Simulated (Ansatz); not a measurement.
# A hypothetical structure for KCr3

This structure for KCr3 is made up. Its elements were placed in a known structure type with a cell scaled to their sizes. What cell does the guess relax to, and how far off was it?

Calculated with Ansatz 0.2.0; DFT, PBE, plane-wave PAW, files of the set soft_1, scalar-relativistic, ferromagnetic start, cell and ions relaxed at zero pressure; PAW set soft_1, in the first sound run; inputs show where later runs differ.

In doubt: warnings of the run leave room for a lower electronic state, so energies may not be the lowest and differences between runs may mislead.

## 1. Starting point

The structure is hexagonal, space group P6_3/mmc (No. 194). The conventional cell has a = 6.445 Å, b = 6.445 Å, c = 5.442 Å, α = 90.00°, β = 90.00°, γ = 120.00°. Nearest to Cr lie 8 Cr at 3.18 to 3.31 Å and 4 K at 3.22 to 3.28 Å. Nearest to K lie 12 Cr at 3.22 to 3.28 Å. Farther neighbours are not listed.

## 2. Relaxation of the guess

The guessed cell has no reason to be at equilibrium. It is relaxed with the atoms, within the space group of the guess.

input.yaml

```yaml
crystal:
  lattice:
    - [6.445, 0.0, 0.0]
    - [-3.2225, 5.581533727, 0.0]
    - [0.0, 0.0, 5.442]
  atoms:
    - { symbol: Cr, position: [0.33779999, 0.168899995, 0.75], spin: 3.0 }
    - { symbol: Cr, position: [0.831100005, 0.168899995, 0.75], spin: 3.0 }
    - { symbol: Cr, position: [0.831100005, 0.66220001, 0.75], spin: 3.0 }
    - { symbol: Cr, position: [0.66220001, 0.831100005, 0.25], spin: 3.0 }
    - { symbol: Cr, position: [0.168899995, 0.831100005, 0.25], spin: 3.0 }
    - { symbol: Cr, position: [0.168899995, 0.33779999, 0.25], spin: 3.0 }
    - { symbol: K, position: [0.666666667, 0.333333333, 0.25] }
    - { symbol: K, position: [0.333333333, 0.666666667, 0.75] }
magnetization:
  spin_polarized: true
kpoints:
  mp_grid: { grid: [5, 5, 5] }
scf:
  occupations: { method: fermi_dirac, width: 0.05 }
hamiltonian:
  xc: pbe
  pseudopotentials: { kind: paw, azcp: { folder: soft_1 } }
relax:
  f_tol: 0.015
  max_steps: 70
  cell: {}
output:
  forces: true
  stress: true
```

Run with:

```bash
> ansatz run input.yaml --threads 4 --pin off --max-ram 10240MiB --backend cpu --events-out ev --progress --plain --runs-dir out
```

Numbers of over 12 decimals in the logs are rounded to 6 here.

The log of the run:

```text
Engine: ansatz 0.2.0, x86_64-unknown-linux-gnu
Pseudopotentials: kind: paw
Pseudopotential: Cr, paw, valence charge 14, recommended cutoff 420 eV (normal), soft_1/Cr.paw.azcp
Pseudopotential: K, paw, valence charge 9, recommended cutoff 420 eV (normal), soft_1/K.paw.azcp
Functional definition: PBE
  parameter kappa = 0.804
  parameter beta = 0.066725
  exchange = pbe_x(kappa = kappa, mu = beta*pi^2/3)
  correlation = pbe_c(beta = beta)
Crystal: 8 atoms, lattice volume = 195.765 Å³
Basis set: ecut = 420 eV, 3811 PW (Γ), exchange–correlation on 90×90×80 points (8 copies of the dense FFT grid, shifted against one another)
Bands: 72, of which v1, the nominal top of the filled ones, is band 51 counted from 1 (50 counted from 0)
Symmetry: 24 space group operations
Space group: P63/mmc (ITA 194), of the structure as read, at distance tolerance 5.8e-5 Å
Magnetic group: BNS 194.263 (UNI 1493), of the structure as read, at distance tolerance 5.8e-5 Å
k-points: 15 of 125
Non-local potential: Cr, projectors of the file, l = 0: 3, l = 1: 2, l = 2: 3, l = 3: 1
Non-local potential: K, projectors of the file, l = 0: 3, l = 1: 2, l = 2: 2
PAW form: soft (Blöchl's): semilocal exchange-correlation on the pseudo side does not see the compensation charge
PAW one-centre angular grid: Cr, 590 points (default); XC on 64 Gauss nodes
PAW one-centre angular grid: K, 110 points (default); XC on 64 Gauss nodes
Initial density: superposition of atomic densities (chi_scale 0.1, normalization cell, long waves kept (reshape's long-wave potential 0.00 eV rms))
Starting moments: Σ|m| = 18 μB on 6 of 8 sites
Initial wavefunctions: pseudopotential atomic-orbital guess
Functional: x = pbe(κ = 0.804, μ = 0.219515), c = pbe(β = 0.066725)
SCF iter   1: F=—  HF=-23325.510782 eV  |F-HF|=—  |Δ(HF+E_count)|=         —  Δρ=6.87e-2 (↑5.86e-2 ↓6.87e-2)  dr2=3.70e1  dr2_m=2.84e-1  M=20.759 μB ∫|m|=20.759 μB  β_m=0.30  ethr=3.10e-3  ⟨swp⟩=7.0  Hψ=8056  notcnv=0
Mixer restart at iter 1: flushing history
preconditioner: auto → Kerker (q_TF=auto, 2.447 Å⁻¹)  [metal: Δε(μ)=0.003 eV  Ē_g=6.215 eV  σ=0.050 eV  W_gap=0.01  n_scr=46 (ndim 8)  ℏωp=18.8 eV  f_vac=0.000  D(μ)=20.26/eV (n_scr^D=276)]
spin=Collinear: Kerker preconditioning applied to the charge; magnetization (m = ρ↑ − ρ↓) channel mixes plain (no charge-response kernel on spin).
SCF iter   2: F=—  HF=-23325.472531 eV  |F-HF|=—  |Δ(HF+E_count)|=   3.83e-2  Δρ=4.76e-2 (↑1.75e-2 ↓4.76e-2)  dr2=7.76e0  dr2_m=1.24e0  M=21.655 μB ∫|m|=21.655 μB  β_m=0.40  ethr=3.10e-3  ⟨swp⟩=3.2  Hψ=5205  notcnv=0  defer=134
SCF iter   3: F=—  HF=-23325.538267 eV  |F-HF|=—  |Δ(HF+E_count)|=   6.57e-2  Δρ=3.35e-2 (↑3.35e-2 ↓3.13e-2)  dr2=8.66e-1  dr2_m=1.74e0  M=23.366 μB ∫|m|=23.367 μB  β_m=0.18  ethr=3.10e-3  ⟨swp⟩=2.5  Hψ=3378  notcnv=0  defer=131
SCF iter   4: F=—  HF=-23326.128435 eV  |F-HF|=—  |Δ(HF+E_count)|=   5.90e-1  Δρ=3.08e-2 (↑3.08e-2 ↓2.57e-2)  dr2=3.48e-1  dr2_m=1.36e0  M=24.790 μB ∫|m|=24.790 μB  β_m=0.26  ethr=8.49e-4  ⟨swp⟩=2.2  Hψ=2884  notcnv=0  defer=134
SCF iter   5: F=—  HF=-23327.402827 eV  |F-HF|=—  |Δ(HF+E_count)|=    1.27e0  Δρ=1.49e-2 (↑1.49e-2 ↓1.48e-2)  dr2=8.10e-2  dr2_m=3.86e-1  M=26.990 μB ∫|m|=26.990 μB  β_m=0.57  ethr=3.41e-4  ⟨swp⟩=2.6  Hψ=4299  notcnv=0  defer=134
SCF iter   6: F=—  HF=-23327.961604 eV  |F-HF|=—  |Δ(HF+E_count)|=         —  Δρ=9.32e-3 (↑9.32e-3 ↓5.57e-3)  dr2=2.96e-2  dr2_m=9.78e-2  M=28.354 μB ∫|m|=28.354 μB  β_m=0.57  ethr=7.94e-5  ⟨swp⟩=2.7  Hψ=4576  notcnv=0  defer=134
Mixer restart at iter 6: flushing history
SCF iter   7: F=—  HF=-23327.947839 eV  |F-HF|=—  |Δ(HF+E_count)|=   1.38e-2  Δρ=2.47e-3 (↑2.47e-3 ↓2.32e-3)  dr2=1.53e-3  dr2_m=9.57e-3  M=28.394 μB ∫|m|=28.394 μB  β_m=0.67  ethr=2.91e-5  ⟨swp⟩=2.8  Hψ=3802  notcnv=0  defer=128
SCF iter   8: F=—  HF=-23327.947792 eV  |F-HF|=—  |Δ(HF+E_count)|=   4.68e-5  Δρ=1.58e-3 (↑1.58e-3 ↓5.09e-4)  dr2=2.76e-3  dr2_m=1.82e-3  M=28.363 μB ∫|m|=28.363 μB  β_m=0.64  ethr=1.50e-6  ⟨swp⟩=2.0  Hψ=4184  notcnv=0  defer=128
SCF iter   9: F=—  HF=-23327.947091 eV  |F-HF|=—  |Δ(HF+E_count)|=   7.01e-4  Δρ=3.39e-4 (↑3.39e-4 ↓1.60e-4)  dr2=1.90e-4  dr2_m=7.60e-5  M=28.383 μB ∫|m|=28.383 μB  β_m=0.82  ethr=1.50e-6  ⟨swp⟩=2.1  Hψ=3725  notcnv=0  defer=128
SCF iter  10: F=—  HF=-23327.947243 eV  |F-HF|=—  |Δ(HF+E_count)|=   1.52e-4  Δρ=5.87e-5 (↑4.20e-5 ↓5.87e-5)  dr2=2.62e-5  dr2_m=1.05e-6  M=28.383 μB ∫|m|=28.383 μB  β_m=0.91  ethr=1.86e-7  ⟨swp⟩=2.6  Hψ=3286  notcnv=0  defer=128
SCF iter  11: F=—  HF=-23327.947265 eV  |F-HF|=—  |Δ(HF+E_count)|=   2.20e-5  Δρ=3.97e-5 (↑3.97e-5 ↓1.95e-5)  dr2=5.28e-6  dr2_m=7.48e-7  M=28.382 μB ∫|m|=28.382 μB  β_m=0.95  ethr=2.57e-8  ⟨swp⟩=2.0  Hψ=2753  notcnv=0  defer=128
SCF iter  12: F=—  HF=-23327.947267 eV  |F-HF|=—  |Δ(HF+E_count)|=   1.81e-6  Δρ=4.79e-6 (↑3.75e-6 ↓4.79e-6)  dr2=2.18e-7  dr2_m=4.68e-9  M=28.382 μB ∫|m|=28.382 μB  β_m=0.96  ethr=5.18e-9  ⟨swp⟩=2.0  Hψ=2746  notcnv=0  defer=128
SCF iter  13: F=-23327.947267 eV  HF=-23327.947267 eV  |F-HF|=1.21e-8  |Δ(HF+E_count)|=   5.91e-8  Δρ=1.93e-6 (↑1.93e-6 ↓1.31e-6)  dr2=2.79e-8  dr2_m=1.56e-9  M=28.382 μB ∫|m|=28.382 μB  ethr=9.80e-11  ⟨swp⟩=2.0  Hψ=6434  notcnv=0
SCF 1 converged in 13 iterations: F = -23327.947267 eV  dr2 = 2.79e-8
  greatest PAW one-centre occupation: 1.000 electrons in one spin orbital (limit 2), on the Cr atom at site 5 (counted from 0), in its partial waves of l = 0
relax step   1: F+E_penalty+E_count = -23327.94726677 eV  Δ(F+E_penalty+E_count) = +0.000e0 eV  max|allowed force component| = 6.018e-1 eV/Å  Δτ_max = 0.0000 Å  P = +1.354 GPa  Ω = 195.765 Å³  (13 SCF iters, dr2 threshold 1.00e-7 eV, accepted)
Crystal: 8 atoms, lattice volume = 202.241 Å³
Basis set: ecut = 420 eV, 3895 PW (Γ), exchange–correlation on 90×90×80 points (8 copies of the dense FFT grid, shifted against one another)
Initial density: handed on by an earlier stage of this run
Starting moments: Σ|m| = 18 μB on 6 of 8 sites; this step starts from the density that it was given
Initial wavefunctions: those handed on with the density
iter 1 solved again at ethr=8.10e-5 eV; its pass at ethr=3.10e-3 eV (dr2=8.27e-2 eV) is discarded
SCF iter   1: F=—  HF=-23328.079200 eV  |F-HF|=—  |Δ(HF+E_count)|=         —  Δρ=1.01e-2 (↑7.48e-3 ↓1.01e-2)  dr2=8.33e-2  dr2_m=1.26e-1  M=28.663 μB ∫|m|=28.663 μB  β_m=0.30  ethr=8.10e-5  ⟨swp⟩=1.3  Hψ=9110  notcnv=0
preconditioner: auto → Kerker (q_TF=auto, 2.434 Å⁻¹)  [metal: Δε(μ)=0.016 eV  Ē_g=6.751 eV  σ=0.050 eV  W_gap=0.08  n_scr=46 (ndim 8)  ℏωp=18.5 eV  f_vac=0.000  D(μ)=6.42/eV (n_scr^D=46)]
[...]
relax step  13: F+E_penalty+E_count = -23328.56017722 eV  Δ(F+E_penalty+E_count) = +1.903e-4 eV  max|allowed force component| = 7.122e-4 eV/Å  Δτ_max = 0.0057 Å  P = +0.004 GPa  Ω = 230.956 Å³  energy of the carried Pulay correction = -1.939e-3 eV  (10 SCF iters, accepted)
Basis set: ecut = 420 eV, 4529 PW (Γ), exchange–correlation on 100×100×72 points (8 copies of the dense FFT grid, shifted against one another)
iter 1 solved again at ethr=1.47e-7 eV; its pass at ethr=3.10e-3 eV (dr2=1.50e-4 eV) is discarded
SCF iter   1: F=—  HF=-23328.525291 eV  |F-HF|=—  |Δ(HF+E_count)|=         —  Δρ=6.56e-4 (↑6.56e-4 ↓3.10e-4)  dr2=1.93e-4  dr2_m=7.78e-5  M=27.929 μB ∫|m|=27.947 μB  β_m=0.65  ethr=1.47e-7  ⟨swp⟩=3.0  Hψ=12927  notcnv=0
preconditioner: auto → Kerker (q_TF=auto, 1.880 Å⁻¹)  [metal: Δε(μ)=0.007 eV  Ē_g=6.684 eV  σ=0.050 eV  W_gap=0.04  n_scr=26 (ndim 8)  ℏωp=17.3 eV  f_vac=0.000  D(μ)=10.69/eV (n_scr^D=82)]
spin=Collinear: Kerker preconditioning applied to the charge; magnetization (m = ρ↑ − ρ↓) channel mixes plain (no charge-response kernel on spin).
SCF iter   2: F=—  HF=-23328.557575 eV  |F-HF|=—  |Δ(HF+E_count)|=   3.23e-2  Δρ=2.42e-4 (↑2.42e-4 ↓1.10e-4)  dr2=2.49e-5  dr2_m=1.08e-5  M=27.918 μB ∫|m|=27.935 μB  β_m=0.50  ethr=1.47e-7  ⟨swp⟩=2.0  Hψ=3109  notcnv=0
SCF iter   3: F=—  HF=-23328.560657 eV  |F-HF|=—  |Δ(HF+E_count)|=   3.08e-3  Δρ=1.23e-4 (↑1.23e-4 ↓6.06e-5)  dr2=1.08e-5  dr2_m=2.60e-6  M=27.916 μB ∫|m|=27.933 μB  β_m=0.64  ethr=2.44e-8  ⟨swp⟩=2.5  Hψ=3353  notcnv=0
SCF iter   4: F=—  HF=-23328.561820 eV  |F-HF|=—  |Δ(HF+E_count)|=   1.16e-3  Δρ=4.32e-5 (↑4.32e-5 ↓2.09e-5)  dr2=4.97e-6  dr2_m=7.46e-7  M=27.912 μB ∫|m|=27.929 μB  β_m=0.72  ethr=1.06e-8  ⟨swp⟩=2.0  Hψ=2736  notcnv=0
SCF iter   5: F=—  HF=-23328.561922 eV  |F-HF|=—  |Δ(HF+E_count)|=   1.02e-4  Δρ=8.50e-6 (↑8.50e-6 ↓5.91e-6)  dr2=7.34e-7  dr2_m=6.30e-8  M=27.910 μB ∫|m|=27.927 μB  β_m=0.86  ethr=4.88e-9  ⟨swp⟩=2.0  Hψ=2739  notcnv=0
SCF iter   6: F=—  HF=-23328.561923 eV  |F-HF|=—  |Δ(HF+E_count)|=   8.61e-7  Δρ=4.30e-6 (↑4.30e-6 ↓1.64e-6)  dr2=5.77e-8  dr2_m=1.04e-8  M=27.908 μB ∫|m|=27.925 μB  β_m=0.93  ethr=7.20e-10  ⟨swp⟩=2.0  Hψ=2812  notcnv=0
SCF iter   7: F=—  HF=-23328.561923 eV  |F-HF|=—  |Δ(HF+E_count)|=   1.43e-7  Δρ=1.19e-6 (↑1.19e-6 ↓6.40e-7)  dr2=5.90e-9  dr2_m=8.00e-10  M=27.908 μB ∫|m|=27.925 μB  β_m=0.96  ethr=5.66e-11  ⟨swp⟩=2.5  Hψ=3676  notcnv=0
SCF iter   8: F=—  HF=-23328.561930 eV  |F-HF|=—  |Δ(HF+E_count)|=   6.56e-6  Δρ=3.22e-7 (↑3.01e-7 ↓3.22e-7)  dr2=6.66e-10  dr2_m=9.01e-11  M=27.908 μB ∫|m|=27.925 μB  β_m=0.98  ethr=5.78e-12  ⟨swp⟩=2.0  Hψ=3641  notcnv=0
SCF iter   9: F=—  HF=-23328.561930 eV  |F-HF|=—  |Δ(HF+E_count)|=   1.69e-9  Δρ=1.56e-7 (↑1.56e-7 ↓1.26e-7)  dr2=1.49e-10  dr2_m=2.62e-11  M=27.908 μB ∫|m|=27.925 μB  β_m=0.99  ethr=1.00e-12  ⟨swp⟩=2.0  Hψ=2959  notcnv=0
SCF iter  10: F=-23328.561930 eV  HF=-23328.561930 eV  |F-HF|=1.82e-11  |Δ(HF+E_count)|=  1.96e-10  Δρ=3.80e-8 (↑3.43e-8 ↓3.80e-8)  dr2=1.38e-11  dr2_m=1.24e-12  M=27.908 μB ∫|m|=27.925 μB  ethr=1.00e-12  ⟨swp⟩=4.0  Hψ=5489  notcnv=0
SCF 14 converged in 10 iterations: F = -23328.561930 eV  dr2 = 1.38e-11
relax step  14: F+E_penalty+E_count = -23328.56192956 eV  Δ(F+E_penalty+E_count) = -1.752e-3 eV  max|allowed force component| = 4.083e-4 eV/Å  Δτ_max = 0.0000 Å  P = -0.003 GPa  Ω = 230.956 Å³  stress off target by 1.28e-2 GPa  SCF on the basis re-selected at this cell (its energy is not comparable with the rows above)  (10 SCF iters)
basis re-selected at this cell: Δ(F+E_penalty+E_count) = -1.752e-3 eV, ΔP = -0.007 GPa vs the last step (what re-selecting the basis moved, of the pressure what is left beyond the Pulay correction that the steps carried, after the strain that the cell walked since its last selection, with what the two solves' SCF thresholds leave and, on support functions, any second-order correction that the steps lacked; it is no measure of the basis error at this ecutwfc). The dense FFT grid was sized anew with the basis: this SCF ran on 50×50×36 points, the steps before it on 48×48×36, so part of this shift can come from that change (see relax.cell in the input reference). [rest of the remark cut]
WARN: an SCF from ferrimagnetic starting moments (3.96, -3.96, 3.96, 3.96, -3.96, 3.96, 0.00, 0.00 Bohr magnetons, atom by atom) was not made, by what the run has read of turns of its moments that order reads lower: the deck asks for what bars it, or types moments that do (magnetization.spin_polarized, in the input reference, names some of the keys), or the run goes by scf.lower_state_search: light, the default, which as a rule tries one only behind a close that has lost an order of both signs, or on which an open d or half-filled 4f shell of a PAW file has lost a moment that was set nearer to Hund's than to what is left; [rest of the remark cut]
SCF converged after 10 iterations
Magnetization: 27.9080 μB (64.9540 up, 37.0460 down)
Absolute magnetization: 27.9252 μB (∫|ρ↑−ρ↓|, with the PAW one-centre terms)
Spin contamination: 0.1277 ħ² per cell (⟨S²⟩ above its minimum at these occupations)
Per-site moments (μB) at R_I (Å): [(3.984332, 1.195338), (3.984332, 1.195338), (3.984332, 1.195338), (3.984332, 1.195338), (3.984332, 1.195338), (3.984332, 1.195338), (0.105305, 1.471180), (0.105305, 1.471180)]
Free energy (F): -23328.561930 eV
Harris-Foulkes:  -23328.561930 eV  (|F-HF|=1.82e-11)
Internal energy: -23328.475037 eV  (E = F + TS)
E sigma→0 (E₀):  -23328.518483 eV
Entropy (-TS):   -0.086893 eV (-10.862 meV/atom)
Fermi energy:    6.424695 eV
--- Per-component energies (eV) ---
  E_band       = -2043.120417
  E_kinetic    = 2301.907167
  E_local      = -14266.953298  (includes V_loc(G=0)·N_el)
  E_nonlocal   = 340.386143
  E_hartree    = 6258.070959
  E_xc         = -940.592319
  E_vxc        = -1181.111203  (∫ρ·V_xc dr)
  E_paw        = -8925.179376  (= ΣΔE_a)
  E_vpaw       = -1753.496078  (= ΣTr[D̂ρ^β])
  E_aug_tail   = 0.004777  (compensation charges beyond the density's cutoff)
  E_ewald      = -8096.119090
  E_smearing   = -0.086893  (= −TS)
  E_closure    = 0.000000  (closes the sum)
  Σ components = -23328.561930   (vs F -23328.561930, Δ=0.00e0)
--- Forces (eV/Å), atoms counted from 1 ---
  atom   1  Cr     0.00035359     0.00020414     0.00000000
  atom   2  Cr    -0.00035359     0.00020414    -0.00000000
  atom   3  Cr     0.00000000    -0.00040829     0.00000000
  atom   4  Cr    -0.00035359    -0.00020414    -0.00000000
  atom   5  Cr     0.00035359    -0.00020414     0.00000000
  atom   6  Cr     0.00000000     0.00040829    -0.00000000
  atom   7  K     -0.00000000     0.00000000     0.00000000
  atom   8  K     -0.00000000    -0.00000000    -0.00000000
  max |Σ_I F_I| component: 6.32e-19 eV/Å
--- Stress (GPa, compression-positive) ---
        0.001359       0.000000       0.000000
        0.000000       0.001359       0.000000
        0.000000       0.000000      -0.012816
  P = ⅓ Tr σ = -0.0034 GPa (-0.034 kbar)
--- Relaxed structure (12 steps of the walk, 12 accepted, 2 SCFs on fresh bases) ---
  F+E_penalty+E_count = -23328.56192956 eV   max|allowed force component| = 4.083e-4 eV/Å   (the final SCF, on the basis selected at the relaxed cell)
  cell:  # Å, volume = 230.9556 Å³
    - [7.301886, 0, -6.20937260649923e-18]
    - [-3.650943, 6.323618, 3.1046863032496136e-18]
    - [-5.243042005547169e-18, 0, 5.001818]
  atoms:
    - { symbol: Cr, position: [0.264570, 0.132285, 0.750000] }
    - { symbol: Cr, position: [0.867715, 0.132285, 0.750000] }
    - { symbol: Cr, position: [0.867715, 0.735430, 0.750000] }
    - { symbol: Cr, position: [0.735430, 0.867715, 0.250000] }
    - { symbol: Cr, position: [0.132285, 0.867715, 0.250000] }
    - { symbol: Cr, position: [0.132285, 0.264570, 0.250000] }
    - { symbol: K, position: [0.666667, 0.333333, 0.250000] }
    - { symbol: K, position: [0.333333, 0.666667, 0.750000] }
```

Elapsed: 73 s, on 4 threads of Intel Xeon Platinum 8488C (Sapphire Rapids), shared host; peak memory 1 GiB; 4.6 min of CPU time.

The steps of the relaxation:

```csv
step,energy less that of the first step (eV),largest force component (eV/Å),pressure (GPa),volume (Å³)
1,0.0000,0.6018,1.35,195.76
2,-0.3329,0.2504,0.43,202.24
3,-0.4963,0.0850,0.39,205.92
4,-0.5656,0.0172,-0.02,214.56
5,-0.5900,0.0368,0.13,218.13
6,-0.5899,0.0458,-0.12,219.85
7,-0.5914,0.0009,0.00,219.41
8*,-0.6070,0.0022,0.16,219.41
9,-0.6110,0.0028,0.06,222.61
10,-0.6129,0.0045,0.03,225.97
11,-0.6132,0.0009,0.01,227.75
12,-0.6131,0.0020,0.01,229.86
13,-0.6129,0.0007,0.00,230.96
14*,-0.6147,0.0004,0.00,230.96
```

Relaxation steps marked * repeat the geometry before them on a plane-wave basis chosen anew for their cell, so energy and pressure can jump there.

Forces are held to the 24 operations that the run works with; a distortion that breaks them can't arise in this run.

```csv
cell as run,before,after,change
a (Å),6.445,7.302,+13.3 %
b (Å),6.445,7.302,+13.3 %
c (Å),5.442,5.002,-8.1 %
volume (Å³/atom),24.47,28.87,+18.0 %
```

The atoms that moved most (Å, as changes of fractional coordinates times the final cell):

```csv
atom,dx,dy,dz,length
Cr1,-0.401,-0.232,0.000,0.463
Cr6,0.000,-0.463,0.000,0.463
Cr4,0.401,0.232,0.000,0.463
Cr5,-0.401,0.232,0.000,0.463
Cr2,0.401,-0.232,0.000,0.463
Cr3,0.000,0.463,0.000,0.463
```

Numbers from this step:

```
free energy             : -23328.5619 eV
energy at zero smearing : -23328.5185 eV
smearing term TS        : 0.08689 eV
Fermi energy            : 6.425 eV
magnetization           : 27.91 μB
absolute magnetization  : 27.93 μB
site moments            : 3.984, 3.984, 3.984, 3.984, 3.984, 3.984, 0.1053, 0.1053 μB
electrons               : 102
symmetry operations     : 24
pressure                : -0.003366 GPa
```

Site moment by atom:

```csv
atom,site moment (μB)
Cr1,3.98
Cr2,3.98
Cr3,3.98
Cr4,3.98
Cr5,3.98
Cr6,3.98
K7,0.11
K8,0.11
```

Shortest distances by pair of elements, guess and relaxed (not always the same contact):

```csv
pair,guess (Å),relaxed (Å)
Cr–Cr,3.179,2.898
Cr–K,3.223,3.566
K–K,4.610,4.902
```

The relaxation ends with a largest force component of 4.1e-4 eV/Å and a pressure of 0.00 GPa.

(Part 1 of 2 ends here.)

[Logs are printed without paths, hosts, clocks, repeated set-up lines and the standing remarks that a program may print on its own settings, such as how far it seeks lower states.]

[Hosts, paths, dates, database ids (printed as entryN), source tags and the programs' standing remarks are cut or masked in the printed files.]
